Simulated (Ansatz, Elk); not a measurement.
**How far do independent atoms describe LaSc2Si2?**

The structure of LaSc2Si2 used here is made up (a known structure type with other elements) and was relaxed beforehand with r2SCAN. The aim is the Fourier transform of its all-electron density, F(hkl), set beside the sum over free spherical atoms that refinements use.

Calculated with Elk 11.2.3 (patched build); DFT, PBE, all-electron APW+lo, Dirac cores, scalar-relativistic bands, static density, no spin.

The structure was built from a prototype and need not be the compound's stable phase.

**1. The starting structure**

Symmetry: I4/mmm, No. 139, tetragonal system. Conventional cell: a = 4.373 Å, b = 4.373 Å, c = 11.906 Å, α = 90.00°, β = 90.00°, γ = 90.00°. Nearest to La lie 8 Si at 3.33 Å and 8 Sc at 3.69 Å. Nearest to Sc lie 4 Si at 2.79 Å and 4 Sc at 3.09 Å and 4 La at 3.69 Å. Nearest to Si lie 1 Si at 2.48 Å and 4 Sc at 2.79 Å and 4 La at 3.33 Å. Farther neighbours are not listed.

**2. Ground state and structure factors**

An all-electron density is needed, since X-rays see the cores too. Task 0 finds the density and task 195 Fourier-transforms it; tshift is off so that phases refer to the origin typed.

Input file elk.in:

```
tasks
  0
  195

xctype
  20

spinpol
  .false.

rgkmax
  7.0

gmaxvr
  14.0

lmaxo
  7

lmaxapw
  8

swidth
  0.002

tshift
  .false.

ramdisk
  .false.

hmaxvr
  5.5

maxscl
  120

epspot
  1e-06

sppath
  './'

avec
  -4.13230252273 4.13230252273 11.24914881816
  4.13230252273 -4.13230252273 11.24914881816
  4.13230252273 4.13230252273 -11.24914881816

atoms
  3
  'La.in'
  1
  -0.0000000000 -0.0000000000 -0.0000000000   0.000000 0.000000 0.000000
  'Sc.in'
  2
  0.7500000000 0.2500000000 0.5000000000   0.000000 0.000000 0.000000
  0.2500000000 0.7500000000 0.5000000000   0.000000 0.000000 0.000000
  'Si.in'
  2
  0.3959521764 0.3959521764 0.0000000000   0.000000 0.000000 0.000000
  0.6040478236 0.6040478236 -0.0000000000   0.000000 0.000000 0.000000

ngridk
  7 7 7
```

On the command line:

```bash
$ OMP_NUM_THREADS=4 elk
```

Numbers of over 12 decimals in the logs are rounded to 6 here.

Log:

```text
┌─────────────────────────┐
│ Elk code version 11.2.3 │
└─────────────────────────┘

All units are atomic (Hartree, Bohr, etc.)

┌─────────────────────────────────────────────────┐
│ Ground-state run starting from atomic densities │
└─────────────────────────────────────────────────┘

Lattice vectors :
  -4.132302523       4.132302523       11.24914882
   4.132302523      -4.132302523       11.24914882
   4.132302523       4.132302523      -11.24914882

Reciprocal lattice vectors :
 -0.3071036043E-17  0.7602523378      0.2792738103
  0.7602523378     -0.3071036043E-17  0.2792738103
  0.7602523378      0.7602523378     -0.1236883617E-16

Unit cell volume      :    768.3584474
Brillouin zone volume :   0.3228313742

Muffin-tin inner radius fraction :   0.1000000000E-01

Nuclei treated as point charges

Species : 1 (La)
 parameters loaded from : La.in
 name : lanthanum
 nuclear charge    :   -57.00000000
 electronic charge :    57.00000000
 atomic mass :    253209.2366
 muffin-tin radius :    2.800000000
 number of radial points in muffin-tin :   1393
 inner part over the whole radius :   0.9924947902E-02
 number on inner part of muffin-tin    :    996
 approximate nuclear radius :   0.9226798129E-04
 number of mesh points to nuclear radius :    505
 atomic positions (lattice), magnetic fields (Cartesian) :
  1 :   0.00000000  0.00000000  0.00000000    0.00000000  0.00000000  0.00000000

Species : 2 (Sc)
 parameters loaded from : Sc.in
 name : scandium
 nuclear charge    :   -21.00000000
 electronic charge :    21.00000000
 atomic mass :    81949.61073
 muffin-tin radius :    2.400000000
 number of radial points in muffin-tin :    993
 inner part over the whole radius :   0.9898716403E-02
 number on inner part of muffin-tin    :    698
 approximate nuclear radius :   0.6711386133E-04
 number of mesh points to nuclear radius :    323
 atomic positions (lattice), magnetic fields (Cartesian) :
  1 :  -0.25000000  0.25000000  0.50000000    0.00000000  0.00000000  0.00000000
  2 :   0.25000000 -0.25000000  0.50000000    0.00000000  0.00000000  0.00000000

Species : 3 (Si)
 parameters loaded from : Si.in
 name : silicon
 nuclear charge    :   -14.00000000
 electronic charge :    14.00000000
 atomic mass :    51196.73458
 muffin-tin radius :    2.200000000
 number of radial points in muffin-tin :    793
 inner part over the whole radius :   0.9899632250E-02
 number on inner part of muffin-tin    :    553
 approximate nuclear radius :   0.5963282101E-04
 number of mesh points to nuclear radius :    246
 atomic positions (lattice), magnetic fields (Cartesian) :
  1 :   0.39595218  0.39595218  0.00000000    0.00000000  0.00000000  0.00000000
  2 :  -0.39595218 -0.39595218  0.00000000    0.00000000  0.00000000  0.00000000

Total number of atoms per unit cell :    5
Total muffin-tin volume :    296.9684704
 ratio of muffin-tin to unit cell volume :   0.3864973065

Spin treatment :
 spin-unpolarised

Number of Bravais lattice symmetries :   16
Number of crystal symmetries         :   16
Crystal has inversion symmetry
Real symmetric eigensolver will be used

k-point grid :      7     7     7
k-point offset :    0.000000000       0.000000000       0.000000000
k-point set is reduced with full crystal symmetry group
Total number of k-points :       40

Muffin-tin radius times maximum |G+k| :    7.000000000
 using average radius
Maximum |G+k| for APW functions       :    2.916666667
Maximum (1/2)|G+k|²                   :    4.253472222
Maximum |G| for potential and density :    14.00000000
Constant for pseudocharge density :   10
 order of it for each species :   17  17  17
 order of it for pair densities of each species (exact exchange by exxq0 0: 18) :   13  10   7
Radial integration step length :    1

G-vector grid sizes :     60    60    60
Number of G-vectors :    35627

Maximum angular momentum used for
 APW functions            :    8
 outer part of muffin-tin :    7
 inner part of muffin-tin :    2

Total nuclear charge    :   -127.0000000
[...]
electron entropic           :    -0.14582407349512E-02
 total energy                :     -10608.139555003

Density of states at Fermi energy :    115.3761402
 (states/Hartree/unit cell)

Estimated indirect band gap :   0.3941902440E-03
 from k-point 23 to k-point 13
Estimated direct band gap   :   0.4291820168E-02
 at k-point 39

Charges :
 core                        :    86.00000000
 valence                     :    41.00000000
 interstitial                :    9.868618973
 muffin-tins (core leakage)
  species : 1 (La)
   atom 1                    :    54.37956523     (  0.2233609126E-03)
  species : 2 (Sc)
[...]
species : 3 (Si)
[...]
total in muffin-tins        :    117.1313810
 total calculated charge     :    126.9969119
 total charge                :    127.0000000
 error                       :   0.3088067416E-02

RMS change in Kohn-Sham potential (target) :   0.3609754790     (  0.1000000000E-05)
Absolute change in total energy (target)   :   0.6978164254     (  0.1000000000E-03)

[... loops 3 to 13 left out ...]

┌──────────────────┐
│ Loop number : 14 │
└──────────────────┘

Energies :
 Fermi                       :     0.268158
 sum of occupied eigenvalues :     -6451.6199563000
 electron kinetic            :      11217.057184981
 core electron kinetic       :      11040.356450831
 Coulomb                     :     -21499.253909191
 Coulomb potential           :     -17246.843609320
 nuclear-nuclear             :     -1051.6564463593
 electron-nuclear            :     -23668.298033164
 Hartree                     :      3220.7005703329
 Madelung                    :     -12875.832104531
 xc potential                :     -421.83353196007
 exchange                    :     -318.08482497135
 correlation                 :     -6.030545
 electron entropic           :    -0.16169175843301E-02
 total energy                :     -10606.313710711

Density of states at Fermi energy :    126.0021408
 (states/Hartree/unit cell)

Estimated indirect band gap :   0.5213304756E-03
 from k-point 36 to k-point 28
Estimated direct band gap   :   0.2850625285E-02
 at k-point 2

Charges :
 core                        :    86.00000000
 valence                     :    41.00000000
 interstitial                :    9.740795382
 muffin-tins (core leakage)
  species : 1 (La)
[...]
species : 2 (Sc)
[...]
species : 3 (Si)
[...]
total in muffin-tins        :    117.2592046
 total calculated charge     :    126.9969972
 total charge                :    127.0000000
 error                       :   0.3002804776E-02

RMS change in Kohn-Sham potential (target) :   0.8583595624E-06 (  0.1000000000E-05)
Absolute change in total energy (target)   :   0.8072569835E-04 (  0.1000000000E-03)

Convergence targets achieved

┌──────────────────┐
│ Loop number : 15 │
└──────────────────┘

Energies :
 Fermi                       :     0.268159
 sum of occupied eigenvalues :     -6451.6199498862
 electron kinetic            :      11217.057183727
 core electron kinetic       :      11040.356451009
 Coulomb                     :     -21499.253903307
 Coulomb potential           :     -17246.843601886
 nuclear-nuclear             :     -1051.6564463593
 electron-nuclear            :     -23668.298029060
 Hartree                     :      3220.7005721123
 Madelung                    :     -12875.832102364
 xc potential                :     -421.83353172683
 exchange                    :     -318.08482423454
 correlation                 :     -6.030545
 electron entropic           :    -0.16169177363693E-02
 total energy                :     -10606.313705325

Density of states at Fermi energy :    126.0022454
 (states/Hartree/unit cell)

Estimated indirect band gap :   0.5212903711E-03
 from k-point 36 to k-point 28
Estimated direct band gap   :   0.2850513029E-02
 at k-point 2

Charges :
 core                        :    86.00000000
 valence                     :    41.00000000
 interstitial                :    9.740795822
 muffin-tins (core leakage)
  species : 1 (La)
[...]
species : 2 (Sc)
[...]
atom 2                    :    19.14754849     ( -0.2163182131E-06)
  species : 3 (Si)
   atom 1                    :    12.22428594     (  0.1343786895E-02)
   atom 2                    :    12.22428594     (  0.1343786895E-02)
 total in muffin-tins        :    117.2592042
 total calculated charge     :    126.9969972
 total charge                :    127.0000000
 error                       :   0.3002804417E-02

┌──────────────────────────────┐
│ Self-consistent loop stopped │
└──────────────────────────────┘

Warning : core states of species 1 leak from the muffin-tin :   0.2163456690E-03

Warning : core states of species 3 leak from the muffin-tin :   0.1343786895E-02

Wrote STATE.OUT
```

Wall time 41 s (4 threads of Arm Neoverse V1, shared host); peak memory 0.22 GiB; 1.7 min of CPU time.

SFACRHO.OUT:

```text

h k l indices transformed by vhmat matrix:
   1.000000000       0.000000000       0.000000000    
   0.000000000       1.000000000       0.000000000    
   0.000000000       0.000000000       1.000000000    

      h      k      l  multipl.   |H|            Re(F)            Im(F)           |F|

      0      0      0      1   0.0000000       127.00000     -0.13589214E-16   127.00000    
      1      1     -1      2  0.55854762       21.696534      0.10663115E-13   21.696534    
      0     -1      0      8  0.80992437       32.007068     -0.66644472E-15   32.007068    
      1     -1      0      4   1.0751592       36.530898     -0.72261864E-17   36.530898    
      2      2     -2      2   1.1170952       61.029233     -0.19326897E-13   61.029233    
      1      2     -2      8   1.1313392       55.157169      -0.0000000       55.157169    
     -2      0      1      8   1.2115868       82.721195      0.13328894E-14   82.721195    
      1     -1     -1      4   1.5205047       90.069533      0.26606373E-14   90.069533    
     -3     -1      2      8   1.5504416     -0.77237668      0.66644472E-15  0.77237668    
     -3     -2      2      8   1.5899151       60.467717      -0.0000000       60.467717    
      0      2     -2      8   1.6198487       19.327753     -0.13328894E-14   19.327753    
      3      3     -3      2   1.6756429       2.3932219     -0.93302261E-14   2.3932219    
      1      0      1     16   1.7227629       27.902738      -0.0000000       27.902738    
     -3     -1      1      8   1.8867528       51.502832      0.53315577E-14   51.502832    
     -1     -2      0     16   1.8952211       46.323922      -0.0000000       46.323922    
     -4     -2      3      8   1.9909159       52.600708     -0.93302261E-14   52.600708    
     -3     -4      4      8   2.0975421       40.499529      -0.0000000       40.499529    
      0      0      2      4   2.1503183       77.600735     -0.59775859E-14   77.600735
```

Elk indexes on the primitive cell of elk.in and gives |H| = 4π sin θ/λ in inverse bohr. Below, one row stands for each form hkl of the conventional cell (m members, Friedel mates merged), F is for one primitive cell and the density is static (no thermal factor). Free-atom factors are Waasmaier and Kirfel's, and R is Σm||F|−|F'||/Σm|F|.

```csv
hkl,m,sin θ/λ (Å⁻¹),"abs F, DFT",neutral atoms,diff.
002,2,0.084,21.697,21.772,-0.075
101,8,0.122,32.007,32.163,-0.156
110,4,0.162,36.531,36.154,+0.377
004,2,0.168,61.029,61.620,-0.591
103,8,0.170,55.157,55.016,+0.141
112,8,0.182,82.721,82.921,-0.200
200,4,0.229,90.070,90.379,-0.309
114,8,0.233,0.772,1.034,-0.262
105,8,0.239,60.468,60.622,-0.155
202,8,0.244,19.328,19.304,+0.024
006,2,0.252,2.393,2.044,+0.349
211,16,0.259,27.903,27.650,+0.252
204,8,0.284,51.503,51.202,+0.301
213,16,0.285,46.324,46.413,-0.089
```

**3. The highest occupied states alone**

An energy window below the Fermi level keeps the highest occupied states, to see at which angles they scatter; shallow core shells can lie inside it and anion s states outside. No new self-consistency is needed.

elk.in: that of step 2 with these lines changed.

```diff
@@ -1,3 +1,2 @@
 tasks
-  0
   195
@@ -40,2 +39,5 @@
 
+wsfac
+  -0.283080 0.568160
+
 sppath
```

On the command line:

```bash
$ OMP_NUM_THREADS=4 elk
```

Log:

```text
┌─────────────────────────────────┐
│ Elk code version 11.2.3 started │
└─────────────────────────────────┘

Info(readinput): the functional depends on the density's gradient
 muffin-tin radial points multiplied by    2.00000
 (not where nrmtscf is given)

┌────────────────────┐
│ Current task : 195 │
└────────────────────┘

Info(sfacrho): density structure factors written to SFACRHO.OUT

 Energy window :  -0.2830800000      0.5681600000

┌──────────────────┐
│ Elk code stopped │
└──────────────────┘
```

Wall time 16 s (4 threads); peak memory 0.17 GiB; 19 s of CPU time.

States within 15 eV below the Fermi level hold 17.00 electrons; any levels below the window count with the cores. Their amplitudes can exceed the total, where window and core parts have opposite phase:

| hkl | sin θ/λ (Å⁻¹) | abs F, window | abs F, all |
| --- | --- | --- | --- |
| 002 | 0.084 | 0.745 | 21.697 |
| 101 | 0.122 | 2.604 | 32.007 |
| 110 | 0.162 | 1.520 | 36.531 |
| 004 | 0.168 | 1.066 | 61.029 |
| 103 | 0.170 | 0.956 | 55.157 |
| 112 | 0.182 | 1.132 | 82.721 |
| 200 | 0.229 | 0.804 | 90.070 |
| 114 | 0.233 | 0.611 | 0.772 |
| 105 | 0.239 | 0.211 | 60.468 |
| 202 | 0.244 | 0.389 | 19.328 |

**4. Another functional**

The difference from free atoms is small, so it is set against the change that PBEsol makes.

elk.in: that of step 3 with these lines changed.

```diff
@@ -1,2 +1,3 @@
 tasks
+  0
   195
@@ -4,3 +5,3 @@
 xctype
-  20
+  22
 
@@ -39,5 +40,2 @@
 
-wsfac
-  -0.283080 0.568160
-
 sppath
```

On the command line:

```bash
$ OMP_NUM_THREADS=4 elk
```

Log:

```text
┌─────────────────────────┐
│ Elk code version 11.2.3 │
└─────────────────────────┘

All units are atomic (Hartree, Bohr, etc.)

┌─────────────────────────────────────────────────┐
│ Ground-state run starting from atomic densities │
└─────────────────────────────────────────────────┘

Lattice vectors :
  -4.132302523       4.132302523       11.24914882
   4.132302523      -4.132302523       11.24914882
   4.132302523       4.132302523      -11.24914882

Reciprocal lattice vectors :
 -0.3071036043E-17  0.7602523378      0.2792738103
[...]
species : 3 (Si)
   atom 1                    :    12.21504951     (  0.1356852504E-02)
   atom 2                    :    12.21504951     (  0.1356852504E-02)
 total in muffin-tins        :    117.2475063
 total calculated charge     :    126.9969679
 total charge                :    127.0000000
 error                       :   0.3032103696E-02

┌──────────────────────────────┐
│ Self-consistent loop stopped │
└──────────────────────────────┘

Warning : core states of species 1 leak from the muffin-tin :   0.2188030026E-03

Warning : core states of species 3 leak from the muffin-tin :   0.1356852504E-02

Wrote STATE.OUT
[key lines of the parts left out:]
total energy                :     -10600.203668369
```

Elapsed: 41 s, on 4 threads; peak memory 0.22 GiB; 1.7 min of CPU time.

Against the first run R = 0.03 %; the largest change is -0.024 at 204.

**5. A coarser k-mesh**

About half the k-points along each axis test the sampling.

elk.in: that of step 4 with these lines changed.

```diff
@@ -5,3 +5,3 @@
 xctype
-  22
+  20
 
@@ -63,2 +63,2 @@
 ngridk
-  7 7 7
+  4 4 4
```

On the command line:

```bash
$ OMP_NUM_THREADS=4 elk
```

Log:

```text
┌─────────────────────────┐
│ Elk code version 11.2.3 │
└─────────────────────────┘

All units are atomic (Hartree, Bohr, etc.)

┌─────────────────────────────────────────────────┐
│ Ground-state run starting from atomic densities │
└─────────────────────────────────────────────────┘

Lattice vectors :
  -4.132302523       4.132302523       11.24914882
   4.132302523      -4.132302523       11.24914882
   4.132302523       4.132302523      -11.24914882

Reciprocal lattice vectors :
 -0.3071036043E-17  0.7602523378      0.2792738103
[...]
species : 3 (Si)
   atom 1                    :    12.22409849     (  0.1343702547E-02)
   atom 2                    :    12.22409849     (  0.1343702547E-02)
 total in muffin-tins        :    117.2568162
 total calculated charge     :    126.9970001
 total charge                :    127.0000000
 error                       :   0.2999904529E-02

┌──────────────────────────────┐
│ Self-consistent loop stopped │
└──────────────────────────────┘

Warning : core states of species 1 leak from the muffin-tin :   0.2163338536E-03

Warning : core states of species 3 leak from the muffin-tin :   0.1343702547E-02

Wrote STATE.OUT
[key lines of the parts left out:]
total energy                :     -10606.313484118
```

Elapsed: 29 s, on 4 threads; peak memory 0.22 GiB; 53 s of CPU time.

Against the first run R = 0.00 %; the largest change is +0.016 at 006.

**6. Settings against the effect**

```csv
run,R against the first run (%),"R against neutral atoms, low angle (%)",wall time
"PBE, rgkmax 7",0.00,0.46,41 s
PBEsol,0.03,0.46,41 s
k-mesh 4×4×4,0.00,0.46,29 s
```

**7. Outcome**

* R against neutral atoms, sin θ/λ < 0.3 Å⁻¹: 0.46 %
* R against neutral atoms, 0.3 to 0.75 Å⁻¹: 0.13 %

In words: Independent neutral atoms miss the calculated amplitudes by R = 0.46 % below 0.3 Å⁻¹ and 0.13 % from there to 0.75 Å⁻¹; by shells, 0.47 % below 0.15 Å⁻¹ (2 forms), 0.46 % 0.15 to 0.3 (13 forms), 0.11 % 0.3 to 0.45 (22 forms), 0.13 % above 0.45 (112 forms). Bonding, aspherical density and the tables' own atoms all enter these figures, and the runs don't part them. The largest change of an amplitude is -0.59 electrons, at 004. Weak lines can change much in proportion: 114 goes from 1.03 to 0.77. The window's part falls from 17.0 electrons at the origin to at most 0.23 between 0.45 and 0.75 Å⁻¹. Below 0.3 Å⁻¹ the changes that finished (PBEsol and k-mesh 4×4×4) move F by R = 0.03 % at most, against the 0.46 % that separates it from free atoms. The basis has no finished test. Part of the difference isn't bonding: the tables are fits to free atoms and ions calculated by other methods than this functional. Thermal motion, anomalous dispersion and extinction are left out.

[Logs are printed without paths, hosts, clocks, repeated set-up lines and the standing remarks that a program may print on its own settings, such as how far it seeks lower states.]

[Hosts, paths, dates, database ids (printed as entryN), source tags and the programs' standing remarks are cut or masked in the printed files.]
